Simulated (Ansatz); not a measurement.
In doubt: one-shot GW on d or f shells is unsure, so the values of those runs are not to be relied on.

Two G0W0 runs on KSrCeNbO6 (F-43m).

```
K Sr Ce Nb O
1.0
     0.00000    4.25313    4.25313
     4.25313    0.00000    4.25313
     4.25313    4.25313    0.00000
K Sr Ce Nb O
1 1 1 1 6
Direct
  0.75000 0.75000 0.75000
  0.25000 0.25000 0.25000
  0.00000 0.00000 0.00000
  0.50000 0.50000 0.50000
  0.73719 0.26281 0.26281
  0.26281 0.73719 0.73719
  0.73719 0.73719 0.26281
  0.26281 0.26281 0.73719
  0.26281 0.73719 0.26281
  0.73719 0.26281 0.73719
```

The cell and positions are those that the Materials Project relaxed with its own functionals (PBE, PBE+U or r2SCAN), kept fixed. Spin-orbit coupling is left out unless a run names it.

The first (Ansatz 0.2.0; start PBE with 35 % exact exchange, 2×2×2 mesh, 641 empty bands, screening to 150 eV, PAW set soft_1 files; 1 × NVIDIA H100 80GB HBM3 (shared by 6 runs) with 2 threads of AMD EPYC 7R13 (Zen 3), shared host) gave, on its mesh: starting gap 5.73 eV, G0W0 gap 4.97 eV, RPA ε∞ (mean) 3.40, 41 s.

The second gave: starting gap 2.05 eV, G0W0 gap 4.50 eV, RPA ε∞ (mean) 5.07, 13 s.

Q: What was changed in the input? Choose among start, files, mesh, bands and cutoff, frequency model or another key.

Changed: start from PBE with 35 % exact exchange to PBE+U(Nb-d,8). A jump of this size in the start, with ε∞ moving the other way, marks another functional. Other changes could give like numbers; this is the one that was made.

Limits: not at the basis limit; f levels unsure; no spin polarisation; f levels unsure; no spin-orbit coupling; coarse k mesh.

[Paths, hosts, dates, memory and timing lines, banners, echoed tables and standing remarks are left out of the program output.]

[Logs are printed without paths, hosts, clocks, repeated set-up lines and the standing remarks that a program may print on its own settings, such as how far it seeks lower states.]

[Runs of the session that timed out or met a known fault of the program may be left out.]

[Cells called generated may have been cut or substituted from an entry of the Crystallography Open Database or the Materials Project.]

[Hosts, paths, dates, database ids (printed as entryN), source tags and the programs' standing remarks are cut or masked in the printed files.]
